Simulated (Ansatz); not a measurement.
# H on Rh(111): change of the work function, part 3 of 4

Wanted: Δφ(θ) for H/Rh(111), starting from the fcc site.

Ansatz 0.2.0; plane-wave DFT, PBE, Ansatz PAW.

So far, work function, upper face (eV): step 2 (the clean slab) 5.17; step 3 (37 atoms, coverage 0.111 ML, cell 3x3) 5.19.

**4. The covered slab, k-mesh 6×6×1, coverage 0.25 ML**

System of this step: HRh16 (H/Rh(111)). The cell holds 17 atoms: 16 Rh and 1 H. Its edges and angles: a = 5.374 Å, b = 5.374 Å, c = 25.450 Å, α = 90.0°, β = 90.0°, γ = 60.0°. Vacuum lies along c.

Another coverage, to see how the dipoles act on each other as their distance changes.

input.yaml reads:

```yaml
crystal:
  lattice:
    - [5.374011537, -1.0e-10, 0.0]
    - [2.6870057685, 4.6540305112, 0.0]
    - [0.0, 0.0, 25.4504523279]
  atoms:
    - { symbol: Rh, position: [0.0, 0.0, 0.3536282925] }
    - { symbol: Rh, position: [0.1666666667, 0.1666666667, 0.4398323015] }
    - { symbol: Rh, position: [0.3333333333, 0.3333333333, 0.5258880227] }
    - { symbol: Rh, position: [0.0, 0.0, 0.6119266672] }
    - { symbol: Rh, position: [0.0, 0.5, 0.3536282925] }
    - { symbol: Rh, position: [0.1666666667, 0.6666666667, 0.4398323015] }
    - { symbol: Rh, position: [0.3333333333, 0.8333333333, 0.5258880227] }
    - { symbol: Rh, position: [0.0, 0.5, 0.6119266672] }
    - { symbol: Rh, position: [0.5, 0.0, 0.3536282925] }
    - { symbol: Rh, position: [0.6666666667, 0.1666666667, 0.4398323015] }
    - { symbol: Rh, position: [0.8333333333, 0.3333333333, 0.5258880227] }
    - { symbol: Rh, position: [0.5, 0.0, 0.6119266672] }
    - { symbol: Rh, position: [0.5, 0.5, 0.3536282925] }
    - { symbol: Rh, position: [0.6666666667, 0.6666666667, 0.4398323015] }
    - { symbol: Rh, position: [0.8333333333, 0.8333333333, 0.5258880227] }
    - { symbol: Rh, position: [0.5, 0.5, 0.6119266672] }
    - { symbol: H, position: [0.1666666667, 0.1666666667, 0.6463717075] }
kpoints:
  mp_grid: { grid: [6, 6, 1] }
hamiltonian:
  xc: pbe
scf:
  occupations: { method: fermi_dirac, width: 0.1 }
  convergence: { dr2_threshold: 1.0e-08 }
efield:
  axis: 3
  dipole_correction: true
  ramp_position: 0.97
  ramp_width: 0.06
relax:
  f_tol: 0.02
  max_steps: 60
  constraints: [{ sites: [0, 1, 4, 5, 8, 9, 12, 13] }]
output:
  dos: { projected: true, e_range: [-8, 4] }
  write_potential: true
  write_density: true
  volumetric_format: npy
  elf: true
```

Launch:

```bash
$ ansatz run input.yaml --threads 4 --pin off --max-ram 16384MiB --backend cpu --events-out ev --progress --plain --runs-dir out
```

What it wrote:

```text
[...]
Crystal: 17 atoms, lattice volume = 636.537 Å³
Basis set: ecut = 420 eV, 12367 PW (Γ), exchange–correlation on 72×72×360 points (8 copies of the dense FFT grid, shifted against one another)
Bands: 164, of which v1, the nominal top of the filled ones, is band 137 counted from 1 (136 counted from 0)
Symmetry: 6 space group operations
[...]
k-points: 7 of 36 (time reversal used)
[...]
SCF iter   1: F=—  HF=-102456.556670 eV  |F-HF|=—  |Δ(HF+E_count)|=         —  Δρ=5.49e-3  dr2=1.63e0  ethr=1.77e-3  p=0.006 e·Å  D=1.81e-3 V/Å  ΔV_dip=-0.05 eV  dr2_dipole=5.32e-1  V_vac-E_F(+/−)=4.91/4.96 eV  ⟨swp⟩=8.0  Hψ=4928  notcnv=0  defer=15
[...]
SCF iter  10: F=-102456.544714 eV  HF=-102456.544714 eV  |F-HF|=3.19e-8  |Δ(HF+E_count)|=   4.90e-8  Δρ=4.38e-7  dr2=2.21e-9  ethr=3.66e-12  p=-0.002 e·Å  D=-6.19e-4 V/Å  ΔV_dip=0.02 eV  dr2_dipole=2.16e-12  V_vac-E_F(+/−)=5.19/5.17 eV  ⟨swp⟩=15.6  Hψ=8461  notcnv=0
SCF 1 converged in 10 iterations: F = -102456.544714 eV  dr2 = 2.21e-9
[...]
relax step   1: F+E_penalty+E_count = -102456.54471378 eV  Δ(F+E_penalty+E_count) = +0.000e0 eV  max|allowed force component| = 7.005e-1 eV/Å  Δτ_max = 0.0000 Å  (10 SCF iters, accepted)
[...]
SCF iter   9: F=-102456.603184 eV  HF=-102456.603184 eV  |F-HF|=2.93e-8  |Δ(HF+E_count)|=   7.45e-8  Δρ=6.60e-7  dr2=3.48e-9  ethr=3.66e-12  p=-0.005 e·Å  D=-1.42e-3 V/Å  ΔV_dip=0.04 eV  dr2_dipole=2.73e-11  V_vac-E_F(+/−)=5.20/5.17 eV  ⟨swp⟩=15.1  Hψ=8529  notcnv=0
SCF 2 converged in 9 iterations: F = -102456.603184 eV  dr2 = 3.48e-9
[...]
relax step   2: F+E_penalty+E_count = -102456.60318394 eV  Δ(F+E_penalty+E_count) = -5.847e-2 eV  max|allowed force component| = 8.811e-2 eV/Å  Δτ_max = 0.1112 Å  (9 SCF iters, accepted)
SCF iter   1: F=—  HF=-102456.604955 eV  |F-HF|=—  |Δ(HF+E_count)|=         —  Δρ=1.34e-3  dr2=5.57e-2  ethr=7.29e-6  p=-0.005 e·Å  D=-1.42e-3 V/Å  ΔV_dip=0.04 eV  dr2_dipole=1.85e-2  V_vac-E_F(+/−)=5.20/5.17 eV  ⟨swp⟩=3.0  Hψ=2543  notcnv=0  defer=36
[...]
SCF iter   8: F=-102456.604784 eV  HF=-102456.604784 eV  |F-HF|=5.16e-8  |Δ(HF+E_count)|=   1.77e-7  Δρ=8.72e-7  dr2=9.11e-9  ethr=3.66e-12  p=-0.005 e·Å  D=-1.33e-3 V/Å  ΔV_dip=0.03 eV  dr2_dipole=2.22e-10  V_vac-E_F(+/−)=5.20/5.17 eV  ⟨swp⟩=12.0  Hψ=9010  notcnv=0
SCF 3 converged in 8 iterations: F = -102456.604784 eV  dr2 = 9.11e-9
relax step   3: F+E_penalty+E_count = -102456.60478363 eV  Δ(F+E_penalty+E_count) = -1.600e-3 eV  max|allowed force component| = 2.226e-2 eV/Å  Δτ_max = 0.0131 Å  (8 SCF iters, accepted)
SCF iter   1: F=—  HF=-102456.604243 eV  |F-HF|=—  |Δ(HF+E_count)|=         —  Δρ=2.85e-4  dr2=1.86e-3  ethr=1.56e-5  p=-0.005 e·Å  D=-1.33e-3 V/Å  ΔV_dip=0.03 eV  dr2_dipole=6.11e-4  V_vac-E_F(+/−)=5.20/5.17 eV  ⟨swp⟩=1.7  Hψ=1483  notcnv=0  defer=1
[...]
SCF iter   7: F=-102456.604898 eV  HF=-102456.604897 eV  |F-HF|=2.25e-8  |Δ(HF+E_count)|=   4.97e-8  Δρ=4.34e-7  dr2=1.58e-9  ethr=3.66e-12  p=-0.005 e·Å  D=-1.35e-3 V/Å  ΔV_dip=0.03 eV  dr2_dipole=3.33e-12  V_vac-E_F(+/−)=5.20/5.17 eV  ⟨swp⟩=11.9  Hψ=8013  notcnv=0
SCF 4 converged in 7 iterations: F = -102456.604898 eV  dr2 = 1.58e-9
relax step   4: F+E_penalty+E_count = -102456.60489752 eV  Δ(F+E_penalty+E_count) = -1.139e-4 eV  max|allowed force component| = 5.119e-3 eV/Å  Δτ_max = 0.0033 Å  (7 SCF iters, accepted)
[...]
WARN: The input density's exchange-correlation potential varies sharply where the density is thin. Do not read a vacuum level from v_tot or v_xc, or from such a field of the output density. On a cell that repeats whose density bears no net charge and no dipole along the vacuum's axis use v_es (v_loc + v_h of the components); under efield.dipole_correction with no amplitude use v_es + v_field, which holds any external [...]
SCF converged after 7 iterations
Free energy (F): -102456.604898 eV
[...]
Internal energy: -102455.747021 eV  (E = F + TS)
E sigma→0 (E₀):  -102456.175959 eV
Entropy (-TS):   -0.857876 eV (-50.463 meV/atom)
Fermi energy:    4.386627 eV
Dipole field:    D = -0.001351 V/Å  (p = -0.004753 e·Å, saw-weighted, corrected)
Work function:   Φ+ = 5.2026 eV   Φ− = 5.1682 eV
[...]
--- Forces (eV/Å), atoms counted from 1 ---
  atom   1  Rh    -0.00749672    -0.00432823     0.03913383
  atom   2  Rh     0.00000000    -0.00000000    -0.05083836
  atom   3  Rh    -0.00045846    -0.00026469    -0.00059869
  atom   4  Rh     0.00389293     0.00224758    -0.00021684
  atom   5  Rh     0.00000000     0.00865646     0.03913383
  atom   6  Rh    -0.00346468     0.00200034    -0.04645798
  atom   7  Rh     0.00000000     0.00052938    -0.00059869
  atom   8  Rh    -0.00000000    -0.00449517    -0.00021684
  atom   9  Rh     0.00749672    -0.00432823     0.03913383
  atom  10  Rh    -0.00000000    -0.00400067    -0.04645798
  atom  11  Rh     0.00045846    -0.00026469    -0.00059869
  atom  12  Rh    -0.00389293     0.00224758    -0.00021684
  atom  13  Rh    -0.00000000    -0.00000000     0.06825717
  atom  14  Rh     0.00346468     0.00200034    -0.04645798
  atom  15  Rh    -0.00000000     0.00000000     0.00511950
  atom  16  Rh     0.00000000     0.00000000     0.00038639
  atom  17  H     -0.00000000     0.00000000     0.00151620
  max |Σ_I F_I| component: 2.18e-5 eV/Å
--- Band table (eV; the first three rows and the last of 7) ---
  k-point 0: bands = [... 133 lower, 4.7273, 4.8290, 4.8290, 4.9798, 4.9872, 4.9872, 5.1383, 5.1530, ... 23 higher]
  k-point 1: bands = [... 133 lower, 4.6277, 4.6357, 4.6728, 4.7259, 4.7628, 4.7778, 4.8406, 4.9609, ... 23 higher]
  k-point 2: bands = [... 133 lower, 3.9702, 4.1011, 4.2494, 4.2945, 4.3478, 4.4227, 4.5175, 4.5312, ... 23 higher]
  k-point 6: bands = [... 133 lower, 4.1241, 4.1496, 4.1779, 4.2370, 4.2378, 4.4272, 4.5250, 4.5661, ... 23 higher]
--- Relaxed structure (4 steps of the walk, 4 accepted, 0 SCFs on fresh bases) ---
  F+E_penalty+E_count = -102456.60489752 eV   max|allowed force component| = 5.119e-3 eV/Å
  atoms:
    - { symbol: Rh, position: [-1.795949e-17, -1.795949e-17, 0.353628] }
    - { symbol: Rh, position: [0.166667, 0.166667, 0.4398323015] }
    - { symbol: Rh, position: [0.333453, 0.333453, 0.525967] }
    - { symbol: Rh, position: [-0.00250059, -0.00250059, 0.612726] }
    - { symbol: Rh, position: [0.0, 0.500000, 0.353628] }
    - { symbol: Rh, position: [0.166667, 0.666667, 0.4398323015] }
    - { symbol: Rh, position: [0.333453, 0.833093, 0.525967] }
    - { symbol: Rh, position: [-0.00250059, 0.505001, 0.612726] }
    - { symbol: Rh, position: [0.500000, -1.795949e-17, 0.353628] }
    - { symbol: Rh, position: [0.666667, 0.166667, 0.4398323015] }
    - { symbol: Rh, position: [0.833093, 0.333453, 0.525967] }
    - { symbol: Rh, position: [0.505001, -0.00250059, 0.612726] }
    - { symbol: Rh, position: [0.500000, 0.500000, 0.353628] }
    - { symbol: Rh, position: [0.666667, 0.666667, 0.4398323015] }
    - { symbol: Rh, position: [0.833333, 0.833333, 0.525799] }
    - { symbol: Rh, position: [0.500000, 0.500000, 0.611969] }
    - { symbol: H, position: [0.166667, 0.166667, 0.651065] }
```

The job ended after 87 s (4 threads of Arm Neoverse V1, shared host; peak memory 2.5 GiB).

The steps of the relaxation:

```csv
step,energy less that of the first step (eV),largest force component (eV/Å)
1,0.0000,0.7005
2,-0.0585,0.0881
3,-0.0601,0.0223
4,-0.0602,0.0051
```

The run keeps the 6 symmetry operations that the program found, so distortions that break them were not tested.

The atoms that moved most (Å):

```csv
atom,dx,dy,dz,length
H17,0.000,0.000,0.119,0.119
Rh4,-0.020,-0.012,0.020,0.031
Rh12,0.020,-0.012,0.020,0.031
Rh8,0.000,0.023,0.020,0.031
```

The relaxed structure:

```
Rh H
1.0
     5.37401    0.00000    0.00000
     2.68701    4.65403    0.00000
     0.00000    0.00000   25.45045
Rh H
16 1
Cartesian
  0.0000 0.0000 9.0000
  1.3435 0.7757 11.1939
  2.6880 1.5519 13.3861
  -0.0202 -0.0116 15.5942
  1.3435 2.3270 9.0000
  2.6870 3.1027 11.1939
  4.0305 3.8772 13.3861
  1.3435 2.3503 15.5942
  2.6870 0.0000 9.0000
  4.0305 0.7757 11.1939
  5.3730 1.5519 13.3861
  2.7072 -0.0116 15.5942
  4.0305 2.3270 9.0000
  5.3740 3.1027 11.1939
  6.7175 3.8784 13.3818
  4.0305 2.3270 15.5749
  1.3435 0.7757 16.5699
```

Read from the output:

| Property | Result |
| --- | --- |
| energy at zero smearing | -102456.1760 eV |
| work function, upper face | 5.203 eV |
| work function, lower face | 5.168 eV |
| dipole along the normal | -0.004753 e·Å |
| step between the vacuum levels | 0.03439 eV |

The density of states has structure finer than the step of the table below, so its rows give means over 0.25 eV. Peaks (eV: height): -5.080: 42.1, -4.210: 53.3, -3.310: 41.4, -2.770: 51.7, -2.620: 41.3, -1.590: 43.8, 0.300: 48.7.

Density of states against energy, zero at the Fermi level; means over each step:

```csv
energy (eV),density of states (states/eV a cell)
-7.75,0
-7.50,0.659
-7.25,0.946
-7.00,1.48
-6.75,2.85
-6.50,5.33
-6.25,2.22
-6.00,4.83
-5.75,9.57
-5.50,20.6
-5.25,23.9
-5.00,28.7
-4.75,21.0
-4.50,23.0
-4.25,23.2
-4.00,17.3
-3.75,22.1
-3.50,18.7
-3.25,19.9
-3.00,24.8
-2.75,33.9
-2.50,32.6
-2.25,24.1
-2.00,25.1
-1.75,18.4
-1.50,29.2
-1.25,20.0
-1.00,23.1
-0.75,27.0
-0.50,28.5
-0.25,22.6
0.00,23.5
0.25,36.1
0.50,28.6
0.75,16.3
1.00,7.74
1.25,1.71
1.50,6.77
1.75,7.29
```

Projected DOS per atom over height of the atomic layer and energy from the Fermi level. Layers: Rh4 Rh4 Rh4 Rh4 H from below.

Ten even steps from '0' (0.00 states/eV) to '9' (2.31 states/eV), each cell a mean:
```
11110
00000
33330
79960
75570
86680
84570
75570
84470
96680
99990
56650
55650
54450
55550
49940
28810
02200
00013
00001
00000
00000
```
Columns: height of the atomic layer (Å) from 9 to 16.6 (not evenly spaced); rows upwards: energy from the Fermi level (eV) from -7.96 to 1.95.

ELF in the ca plane at fractional y = 0.167, with atoms of Rh and H within 0.2 Å of it. It is the smooth field of the valence electrons, not physical close to the nuclei.

Values, 8 rows by 16 columns, each cell a mean:
```
0.29 0.35 0.23 0.24 0.24 0.40 0.25 0.37 0.26 0.12 0.02 0.00 0.00 0.00 0.00 0.00
0.25 0.25 0.30 0.48 0.25 0.28 0.22 0.26 0.23 0.10 0.01 0.00 0.00 0.00 0.00 0.00
0.26 0.26 0.43 0.73 0.28 0.25 0.19 0.25 0.26 0.11 0.01 0.00 0.00 0.00 0.00 0.00
0.25 0.26 0.31 0.50 0.25 0.26 0.21 0.26 0.24 0.10 0.01 0.00 0.00 0.00 0.00 0.00
0.29 0.35 0.23 0.24 0.24 0.40 0.25 0.37 0.26 0.12 0.02 0.00 0.00 0.00 0.00 0.00
0.25 0.25 0.30 0.49 0.25 0.27 0.21 0.24 0.46 0.40 0.04 0.00 0.00 0.00 0.00 0.00
0.27 0.26 0.43 0.73 0.28 0.25 0.18 0.26 0.87 0.73 0.08 0.00 0.00 0.00 0.00 0.00
0.25 0.26 0.31 0.50 0.25 0.26 0.21 0.25 0.49 0.43 0.04 0.00 0.00 0.00 0.00 0.00
```
Columns run along c (16.0 Å, from fractional 0.32 to 0.95 of the cell), rows up along a (5.4 Å). Atoms in or near the plane, at fractional coordinates: Rh at (0.44, 0.17), Rh at (0.44, 0.67), H at (0.65, 0.17).

Electrostatic potential energy in the ca plane at fractional y = 0.167, with atoms of Rh and H within 0.2 Å of it. With pseudopotentials it is smooth inside the atoms' cores, unlike the true potential.

Ten even steps from '0' (-49 eV) to '9' (10 eV), each cell a mean:
```
87436899888987436887446899999999999999999999
97446898888987446887546899999999999999999999
98778886325888778998778999999999999999999999
99889971000689889999889999999999999999999999
99999960000589999999999999999999999999999999
99888972001689889999889999999999999999999999
98667886446888668898667999999999999999999999
97446898888987446887446899999999999999999999
97446898888987446887546899999999999999999999
98778886325888778998778899999999999999999999
99889971000689889999888679999999999999999999
99999960000589999999997249999999999999999999
99888972001689889999888779999999999999999999
98667887436888768898767899999999999999999999
```
Columns run along c (16.0 Å, from fractional 0.32 to 0.95 of the cell; values clipped at the 3rd and 97th percentile), rows up along a (5.4 Å). Atoms in or near the plane, at fractional coordinates: Rh at (0.44, 0.17), Rh at (0.44, 0.67), H at (0.65, 0.17).

Valence density in the ca plane at fractional y = 0.167, with atoms of Rh and H within 0.2 Å of it. It is the smooth field of the valence electrons, not physical close to the nuclei.

Ten steps, logarithmic in the rise over the least value, from '0' (0 e/Å³) to '9' (13 e/Å³), each cell a mean:
```
24564322332224554334554210000000000000000000
24554322333224554324554210000000000000000000
13343234665323443223343210000000000000000000
12222247997422222222222110000000000000000000
12222247998522222112222100000000000000000000
12332236887422332222332110000000000000000000
13443224664323443223443210000000000000000000
24554322332224554334554210000000000000000000
24554322333224554323554210000000000000000000
13443234665323443223333221000000000000000000
12222247997422222212233431000000000000000000
12222247998522222112223542000000000000000000
12232236887422222222233331000000000000000000
13443224564323443223443221000000000000000000
```
Columns run along c (16.0 Å, from fractional 0.32 to 0.95 of the cell), rows up along a (5.4 Å). Atoms in or near the plane, at fractional coordinates: Rh at (0.44, 0.17), Rh at (0.44, 0.67), H at (0.65, 0.17).

The relaxation took 4 steps and lowered the energy by 0.060 eV; the largest force on the free atoms ends at 0.0051 eV/Å.

By hand: a sheet of dipoles makes a step −p/(ε₀A) in the electron's potential. With e/ε₀ = 180.95 V·Å, p = -0.004753 e·Å and A = 25.01 Å², that is −180.95 × (-0.004753) / 25.01 = +0.034 eV, and the two vacuum levels of the run differ by +0.034 eV.

The covered face has 5.20 eV, +0.04 eV against the clean one; the bare back face has moved by -0.00 eV, a measure of how thin the slab is.

**5. Adsorbate added, k-mesh 6×6×1, coverage 0.5 ML**

System of this step: HRh8 (H/Rh(111)). The cell holds 18 atoms: 16 Rh and 2 H. Its edges and angles: a = 5.374 Å, b = 5.374 Å, c = 25.450 Å, α = 90.0°, β = 90.0°, γ = 60.0°. Vacuum lies along c.

Another coverage, to see how the dipoles act on each other as their distance changes.

input.yaml: that of step 4 with these lines changed.

```diff
@@ -23,2 +23,3 @@
     - { symbol: H, position: [0.1666666667, 0.1666666667, 0.6463717075] }
+    - { symbol: H, position: [0.6666666667, 0.1666666667, 0.6463717075] }
 kpoints:
```

What it wrote:

```text
[...]
Crystal: 18 atoms, lattice volume = 636.537 Å³
Basis set: ecut = 420 eV, 12367 PW (Γ), exchange–correlation on 72×72×360 points (8 copies of the dense FFT grid, shifted against one another)
Bands: 165, of which v1, the nominal top of the filled ones, is band 137 counted from 1 (136 counted from 0)
Symmetry: 4 space group operations
[...]
- { symbol: Rh, position: [0.5, 0.500000, 0.353628] }
    - { symbol: Rh, position: [0.666667, 0.6666666667, 0.4398323015] }
    - { symbol: Rh, position: [0.833072, 0.833856, 0.525940] }
    - { symbol: Rh, position: [0.497723, 0.504555, 0.612711] }
    - { symbol: H, position: [0.168340, 0.163320, 0.651593] }
    - { symbol: H, position: [0.668340, 0.163320, 0.651593] }
[key lines of the parts left out:]
SCF converged after 7 iterations
Free energy (F): -102472.987291 eV
Fermi energy:    4.412945 eV
Dipole field:    D = -0.001851 V/Å  (p = -0.006511 e·Å, saw-weighted, corrected)
Work function:   Φ+ = 5.2133 eV   Φ− = 5.1662 eV
```

The job ended after 3.6 min (4 threads; peak memory 2.9 GiB).

Relaxation path:

```csv
step,energy less that of the first step (eV),largest force component (eV/Å)
1,0.0000,0.7143
2,-0.1030,0.1532
3,-0.1082,0.0312
4,-0.1083,0.0341
5,-0.1086,0.0062
```

Forces are held to the 4 operations that the program found; a distortion that breaks them can't arise in this run.

The atoms that moved most (Å):

```csv
atom,dx,dy,dz,length
H18,0.000,-0.016,0.133,0.134
H17,0.000,-0.016,0.133,0.134
Rh12,0.000,-0.027,0.045,0.052
Rh4,0.000,-0.027,0.045,0.052
Rh16,0.000,0.021,0.020,0.029
Rh8,0.000,0.021,0.020,0.029
Rh11,0.000,0.004,0.004,0.006
Rh3,0.000,0.004,0.004,0.006
```

The relaxed structure:

```xyz
18
Lattice="5.3740 0.0000 0.0000 2.6870 4.6540 0.0000 0.0000 0.0000 25.4505" Properties=species:S:1:pos:R:3
Rh    0.0000    0.0000    9.0000
Rh    1.3435    0.7757   11.1939
Rh    2.6870    1.5557   13.3878
Rh    0.0000   -0.0267   15.6185
Rh    1.3435    2.3270    9.0000
Rh    2.6870    3.1027   11.1939
Rh    4.0305    3.8808   13.3854
Rh    1.3435    2.3482   15.5938
Rh    2.6870    0.0000    9.0000
Rh    4.0305    0.7757   11.1939
Rh    5.3740    1.5557   13.3878
Rh    2.6870   -0.0267   15.6185
Rh    4.0305    2.3270    9.0000
Rh    5.3740    3.1027   11.1939
Rh    6.7175    3.8808   13.3854
Rh    4.0305    2.3482   15.5938
H     1.3435    0.7601   16.5833
H     4.0305    0.7601   16.5833
```

The relaxation took 5 steps and lowered the energy by 0.11 eV; the largest force on the free atoms ends at 0.0062 eV/Å.

The covered face has 5.21 eV, +0.05 eV against the clean one; the bare back face has moved by -0.00 eV, a measure of how thin the slab is.

[end of part 3 of 4]

[Long decimals in the printed logs are rounded to 6 places.]

[Logs are printed without paths, hosts, clocks, repeated set-up lines and the standing remarks that a program may print on its own settings, such as how far it seeks lower states.]

[Hosts, paths, dates, database ids (printed as entryN), source tags and the programs' standing remarks are cut or masked in the printed files.]

[Maps of the electrostatic potential energy from Ansatz leave out the sawtooth potential of an applied field or a dipole correction, so their vacuum need not be flat; planar profiles and work functions include it.]

[The density of states shown here was stored with 400 of the rows of the run's finer table, so its peaks can read low, often by over a quarter, or be missed, and its means over a window can be off by a tenth or more.]
